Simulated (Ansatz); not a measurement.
## F on Ru(0001): change of the work function

How does F on the fcc site change the work function of Ru(0001) as the layer fills?

Method: plane-wave DFT, PBE, Ansatz PAW, in Ansatz 0.2.0.

Most raw output is cut from this account.

### Step 1. The structure

The cell holds 4 atoms: 4 Ru. Cell: a = 2.700 Å, b = 2.700 Å, c = 24.415 Å, α = 90.0°, β = 90.0°, γ = 60.0°. Vacuum lies along c.

### Step 2. The clean slab

The bare slab comes first, as the zero from which every change is counted. The two lowest layers are held at bulk places and the upper ones relax. The dipole correction removes the false field that a one-sided slab makes across the periodic vacuum, so each face gets a flat vacuum level of its own.

File input.yaml:

```yaml
crystal:
  lattice:
    - [2.7, 0.0, 0.0]
    - [1.35, 2.3382685902, 0.0]
    - [0.0, 0.0, 24.4152]
  atoms:
    - { symbol: Ru, position: [0.6666666667, 0.6666666667, 0.3686228251] }
    - { symbol: Ru, position: [0.0, 0.0, 0.4562076084] }
    - { symbol: Ru, position: [0.6666666667, 0.6666666667, 0.5437923916] }
    - { symbol: Ru, position: [0.0, 0.0, 0.6313771749] }
kpoints:
  mp_grid: { grid: [12, 12, 1] }
hamiltonian:
  xc: pbe
scf:
  occupations: { method: fermi_dirac, width: 0.1 }
  convergence: { dr2_threshold: 1.0e-08 }
efield:
  axis: 3
  dipole_correction: true
  ramp_position: 0.97
  ramp_width: 0.06
relax:
  f_tol: 0.02
  max_steps: 60
  constraints: [{ sites: [0, 1] }]
output:
  write_potential: true
  write_density: true
  volumetric_format: npy
```

Launch:

```bash
ansatz run input.yaml --threads 4 --pin off --max-ram 6144MiB --backend cpu --events-out ev --progress --plain --runs-dir out
```

The job ended after 5.2 s (4 threads of Intel Xeon Platinum 8488C (Sapphire Rapids), shared host; peak memory 0.61 GiB; 20 s of CPU time).

Relaxation path:

```
step  energy less that of the first step (eV)  largest force component (eV/Å)
   1                                   0.0000                          0.5365
   2                                  -0.0100                          0.2640
   3                                  -0.0132                          0.0173
```

The run keeps the 6 symmetry operations that it works with, so distortions that break them were not tested.

The atoms that moved most (Å):

```
atom     dx     dy      dz  length
 Ru4  0.000  0.000  -0.034   0.034
 Ru3  0.000  0.000   0.019   0.019
```

Final coordinates:

```xyz
4
Lattice="2.7000 0.0000 0.0000 1.3500 2.3383 0.0000 0.0000 0.0000 24.4152" Properties=species:S:1:pos:R:3
Ru    2.7000    1.5588    9.0000
Ru    0.0000    0.0000   11.1384
Ru    2.7000    1.5588   13.2962
Ru    0.0000    0.0000   15.3813
```

Numbers from this step:

* energy at zero smearing: -23512.6524 eV
* work function, upper face: 5.046 eV
* work function, lower face: 5.075 eV
* dipole along the normal: 0.001038 e·Å
* step between the vacuum levels: -0.02976 eV

Running mean over 2.138 Å of the planar mean; the ramp of the sawtooth is left out. The electron's electrostatic potential energy less the Fermi level by z:

```
z (Å)  electron's electrostatic potential energy less the Fermi level (eV)
  3.0                                                                 5.08
  3.5                                                                 5.07
  4.0                                                                 5.07
  4.5                                                                 5.07
  5.0                                                                 5.07
  5.5                                                                 5.05
  6.0                                                                 4.98
  6.5                                                                 4.76
  7.0                                                                 3.94
  7.5                                                                0.744
  8.0                                                                -6.27
  8.5                                                                -12.3
  9.0                                                                -14.2
  9.5                                                                -14.5
 10.0                                                                -14.6
 10.5                                                                -14.7
 11.0                                                                -14.8
 11.5                                                                -14.8
 12.0                                                                -14.6
 12.5                                                                -14.7
 13.0                                                                -14.9
 13.5                                                                -15.0
 14.0                                                                -15.4
 14.5                                                                -15.4
 15.0                                                                -14.8
 15.5                                                                -14.1
 16.0                                                                -11.4
 16.5                                                                -4.48
 17.0                                                                 1.85
 17.5                                                                 4.21
 18.0                                                                 4.81
 18.5                                                                 4.98
 19.0                                                                 5.03
 19.5                                                                 5.04
 20.0                                                                 5.04
 20.5                                                                 5.05
 21.0                                                                 5.05
```

The relaxation took 3 steps and lowered the energy by 0.013 eV; the largest force on the free atoms ends at 0.017 eV/Å.

The work function of the upper face is 5.05 eV.

### Step 3. Adsorbate added, k-mesh 6×6×1, coverage 0.25 ML

System of this step: F/Ru(0001). The cell holds 17 atoms: 16 Ru and 1 F. Its edges and angles: a = 5.400 Å, b = 5.400 Å, c = 25.775 Å, α = 90.0°, β = 90.0°, γ = 60.0°. Vacuum lies along c.

The clean slab as it ended is repeated in the plane and the adsorbate is set on one face; the cell's size fixes the coverage, and the k-mesh shrinks with it to keep the sampling density about even. Adsorbate and upper layers relax, since the dipole depends on the height.

File input.yaml:

```yaml
crystal:
  lattice:
    - [5.4, 0.0, 0.0]
    - [2.7, 4.6765371804, 0.0]
    - [0.0, 0.0, 25.7748146342]
  atoms:
    - { symbol: Ru, position: [0.3333333333, 0.3333333333, 0.3491780689] }
    - { symbol: Ru, position: [0.0, 0.0, 0.4321427781] }
    - { symbol: Ru, position: [0.3333333333, 0.3333333333, 0.5158597237] }
    - { symbol: Ru, position: [0.0, 0.0, 0.5967572406] }
    - { symbol: Ru, position: [0.3333333333, 0.8333333333, 0.3491780689] }
    - { symbol: Ru, position: [0.0, 0.5, 0.4321427781] }
    - { symbol: Ru, position: [0.3333333333, 0.8333333333, 0.5158597237] }
    - { symbol: Ru, position: [0.0, 0.5, 0.5967572406] }
    - { symbol: Ru, position: [0.8333333333, 0.3333333333, 0.3491780689] }
    - { symbol: Ru, position: [0.5, 0.0, 0.4321427781] }
    - { symbol: Ru, position: [0.8333333333, 0.3333333333, 0.5158597237] }
    - { symbol: Ru, position: [0.5, 0.0, 0.5967572406] }
    - { symbol: Ru, position: [0.8333333333, 0.8333333333, 0.3491780689] }
    - { symbol: Ru, position: [0.5, 0.5, 0.4321427781] }
    - { symbol: Ru, position: [0.8333333333, 0.8333333333, 0.5158597237] }
    - { symbol: Ru, position: [0.5, 0.5, 0.5967572406] }
    - { symbol: F, position: [0.1666666667, 0.1666666667, 0.6508219311] }
kpoints:
  mp_grid: { grid: [6, 6, 1] }
hamiltonian:
  xc: pbe
scf:
  occupations: { method: fermi_dirac, width: 0.1 }
  convergence: { dr2_threshold: 1.0e-08 }
efield:
  axis: 3
  dipole_correction: true
  ramp_position: 0.97
  ramp_width: 0.06
relax:
  f_tol: 0.02
  max_steps: 60
  constraints: [{ sites: [0, 1, 4, 5, 8, 9, 12, 13] }]
output:
  dos: { projected: true, e_range: [-8, 4] }
  write_potential: true
  write_density: true
  volumetric_format: npy
  elf: true
```

Elapsed: 48 s, on 4 threads; peak memory 2.7 GiB; 3.1 min of CPU time.

This run has no spin polarisation although its electron count is odd.

Relaxation path:

```
step  energy less that of the first step (eV)  largest force component (eV/Å)
   1                                   0.0000                          3.0302
   2                                  -0.3122                          1.1279
   3                                  -0.3953                          0.0628
   4                                  -0.3963                          0.0162
```

The run keeps the 6 symmetry operations that it works with, so distortions that break them were not tested.

The atoms that moved most (Å):

```
atom      dx      dy      dz  length
 F17   0.000   0.000   0.291   0.291
Ru15   0.000   0.000   0.056   0.056
Ru12  -0.023   0.013   0.002   0.027
 Ru4   0.023   0.013   0.002   0.027
 Ru8   0.000  -0.027   0.002   0.027
Ru16   0.000   0.000  -0.018   0.018
 Ru3   0.004   0.002  -0.004   0.006
 Ru7   0.000  -0.004  -0.004   0.006
```

The relaxed structure:

```xyz
17
Lattice="5.4000 0.0000 0.0000 2.7000 4.6765 0.0000 0.0000 0.0000 25.7748" Properties=species:S:1:pos:R:3
Ru    2.7000    1.5588    9.0000
Ru    0.0000    0.0000   11.1384
Ru    2.7035    1.5609   13.2920
Ru    0.0231    0.0134   15.3830
Ru    4.0500    3.8971    9.0000
Ru    1.3500    2.3383   11.1384
Ru    4.0500    3.8930   13.2920
Ru    1.3500    2.3116   15.3830
Ru    5.4000    1.5588    9.0000
Ru    2.7000    0.0000   11.1384
Ru    5.3965    1.5609   13.2920
Ru    2.6769    0.0134   15.3830
Ru    6.7500    3.8971    9.0000
Ru    4.0500    2.3383   11.1384
Ru    6.7500    3.8971   13.3517
Ru    4.0500    2.3383   15.3633
F     1.3500    0.7794   17.0660
```

This step gave:

```yaml
energy_at_zero_smearing: -94859.0776 eV
work_function_upper_face: 5.602 eV
work_function_lower_face: 5.025 eV
dipole_along_the_normal: -0.08058 e·Å
step_between_the_vacuum_levels: 0.5774 eV
```

Running mean over 2.138 Å of the planar mean; the ramp of the sawtooth is left out. The electron's electrostatic potential energy less the Fermi level by z:

```
z (Å)  electron's electrostatic potential energy less the Fermi level (eV)
  3.5                                                                 5.02
  4.0                                                                 5.02
  4.5                                                                 5.02
  5.0                                                                 5.02
  5.5                                                                 5.00
  6.0                                                                 4.94
  6.5                                                                 4.71
  7.0                                                                 3.91
  7.5                                                                0.700
  8.0                                                                -6.29
  8.5                                                                -12.4
  9.0                                                                -14.3
  9.5                                                                -14.5
 10.0                                                                -14.7
 10.5                                                                -14.7
 11.0                                                                -14.8
 11.5                                                                -14.8
 12.0                                                                -14.5
 12.5                                                                -14.5
 13.0                                                                -14.8
 13.5                                                                -15.1
 14.0                                                                -15.6
 14.5                                                                -15.7
 15.0                                                                -15.0
 15.5                                                                -14.4
 16.0                                                                -12.0
 16.5                                                                -5.49
 17.0                                                                0.908
 17.5                                                                 3.46
 18.0                                                                 4.56
 18.5                                                                 5.33
 19.0                                                                 5.57
 19.5                                                                 5.60
 20.0                                                                 5.60
 20.5                                                                 5.60
 21.0                                                                 5.60
 21.5                                                                 5.60
 22.0                                                                 5.60
 22.5                                                                 5.60
```

The density of states has structure finer than the step of the table below, so its rows give means over 0.5 eV, whole bins alone (the curve runs from -8 to 1.98 eV). Peaks (eV: height): -4.48: 65.2, -4.18: 44.5, -3.40: 66.1, -2.80: 59.7, -1.53: 39.9, -0.66: 42.1, 0.99: 48.7.

The density of states by energy, zero at the Fermi level; means over each step:

energy (eV), density of states (states/eV a cell) and a bar:
```
     -7.5        0.4 
     -7.0        1.0 #
     -6.5        2.6 ##
     -6.0       13.5 #############
     -5.5       23.8 ########################
     -5.0       20.2 ####################
     -4.5       22.2 ######################
     -4.0       20.3 ####################
     -3.5       19.9 ####################
     -3.0       20.6 #####################
     -2.5       24.4 #########################
     -2.0       29.7 ##############################
     -1.5       26.8 ###########################
     -1.0       15.6 ################
     -0.5       19.7 ####################
      0.0       18.8 ###################
      0.5       17.6 ##################
      1.0       26.9 ###########################
      1.5       25.3 #########################
```

Projected DOS per atom over height of the atomic layer and energy from the Fermi level. Layers: Ru4 Ru4 Ru4 Ru4 F from below.

Ten even steps from '0' (0.00 states/eV) to '9' (3.62 states/eV), each cell a mean:
```
22220
35530
54450
32220
42230
42230
32120
53340
64350
43440
44440
22220
22220
34432
33221
24424
14429
02316
00003
00000
00000
00000
```
Columns: height of the atomic layer (Å) from 9 to 17.1 (not evenly spaced); rows upwards: energy from the Fermi level (eV) from -7.96 to 1.95.

ELF in the ca plane at fractional y = 0.000, with atoms of Ru within 0.2 Å of it. It is the smooth field of the valence electrons, not physical close to the nuclei.

Values, 8 rows by 16 columns, each cell a mean:
```
0.29 0.27 0.47 0.50 0.27 0.27 0.39 0.57 0.19 0.02 0.00 0.00 0.00 0.00 0.00 0.00
0.34 0.30 0.28 0.29 0.26 0.36 0.28 0.29 0.23 0.06 0.00 0.00 0.00 0.00 0.00 0.00
0.30 0.28 0.31 0.33 0.26 0.31 0.30 0.35 0.20 0.05 0.00 0.00 0.00 0.00 0.00 0.00
0.32 0.28 0.50 0.51 0.28 0.28 0.42 0.56 0.19 0.02 0.00 0.00 0.00 0.00 0.00 0.00
0.29 0.27 0.47 0.50 0.28 0.26 0.42 0.57 0.17 0.18 0.02 0.00 0.00 0.00 0.00 0.00
0.34 0.30 0.28 0.29 0.27 0.34 0.27 0.28 0.36 0.52 0.08 0.00 0.00 0.00 0.00 0.00
0.31 0.28 0.32 0.33 0.27 0.30 0.30 0.37 0.30 0.45 0.06 0.00 0.00 0.00 0.00 0.00
0.32 0.28 0.49 0.51 0.28 0.28 0.44 0.54 0.17 0.10 0.01 0.00 0.00 0.00 0.00 0.00
```
Columns run along c (16.0 Å, from fractional 0.32 to 0.94 of the cell), rows up along a (5.4 Å). Atoms in or near the plane, at fractional coordinates: Ru at (0.43, 0.00), Ru at (0.60, 0.00), Ru at (0.43, 0.50), Ru at (0.60, 0.49).

Valence density in the ca plane at fractional y = 0.000, with atoms of Ru within 0.2 Å of it. It is the smooth field of the valence electrons, not physical close to the nuclei.

Ten steps, logarithmic in the rise over the least value, from '0' (0.00 × 1e0 e/Å³) to '9' (9.77 × 1e0 e/Å³), each cell a mean:
```
23333479996333333579985200000000000000000000
23443357764334443357753100000000000000000000
35653334433335653334432100000000000000000000
35654333333345654333322100000000000000000000
34543345653334543345542100000000000000000000
23333368985333333478874100000000000000000000
22333479996333333589985200000000000000000000
23333479986333333589985210000000000000000000
23443357764334433467763222100000000000000000
35653334433345553334432333200000000000000000
35654333333345653333332343200000000000000000
34543345653334543346643332100000000000000000
23333368985333333478974211000000000000000000
22333479996333333589985210000000000000000000
```
Columns run along c (16.0 Å, from fractional 0.32 to 0.94 of the cell), rows up along a (5.4 Å). Atoms in or near the plane, at fractional coordinates: Ru at (0.43, 0.00), Ru at (0.60, 0.00), Ru at (0.43, 0.50), Ru at (0.60, 0.49).

Electrostatic potential energy in the ca plane at fractional y = 0.000, with atoms of Ru within 0.2 Å of it. With pseudopotentials it is smooth inside the atoms' cores, unlike the true potential.

Ten even steps from '0' (-83 eV) to '9' (10 eV), each cell a mean:
```
99999840016899999730027999999999999999999999
98889975458998889874468999999999999999999999
87678998889987678998899999999999999999999999
87678999999987678999999999999999999999999999
98789987678988788987789999999999999999999999
99999862137999899852148999999999999999999999
99999840005899999720017999999999999999999999
99999840016899999730027999999999999999999999
98889975358998889864368999999999999999999999
87678998889987678988889999999999999999999999
87678999899986678998899999999999999999999999
98789987678988789986679999999999999999999999
99999862137999899841148999999999999999999999
99999830005899999720017999999999999999999999
```
Columns run along c (16.0 Å, from fractional 0.32 to 0.94 of the cell; values clipped at the 3rd and 97th percentile), rows up along a (5.4 Å). Atoms in or near the plane, at fractional coordinates: Ru at (0.43, 0.00), Ru at (0.60, 0.00), Ru at (0.43, 0.50), Ru at (0.60, 0.49).

The relaxation took 4 steps and lowered the energy by 0.40 eV; the largest force on the free atoms ends at 0.016 eV/Å.

By hand: a sheet of dipoles makes a step −p/(ε₀A) in the electron's potential. With e/ε₀ = 180.95 V·Å, p = -0.08058 e·Å and A = 25.25 Å², that is −180.95 × (-0.08058) / 25.25 = +0.577 eV, and the two vacuum levels of the run differ by +0.577 eV.

The covered face has 5.60 eV, +0.56 eV against the clean one; the bare back face has moved by -0.05 eV, a measure of how thin the slab is.

[end of part 1 of 2]

[Logs are printed without paths, hosts, clocks, repeated set-up lines and the standing remarks that a program may print on its own settings, such as how far it seeks lower states.]

[Hosts, paths, dates, database ids (printed as entryN), source tags and the programs' standing remarks are cut or masked in the printed files.]

[Maps of the electrostatic potential energy from Ansatz leave out the sawtooth potential of an applied field or a dipole correction, so their vacuum need not be flat; planar profiles and work functions include it.]

[The density of states shown here was stored with 400 of the rows of the run's finer table, so its peaks can read low, often by over a quarter, or be missed, and its means over a window can be off by a tenth or more.]
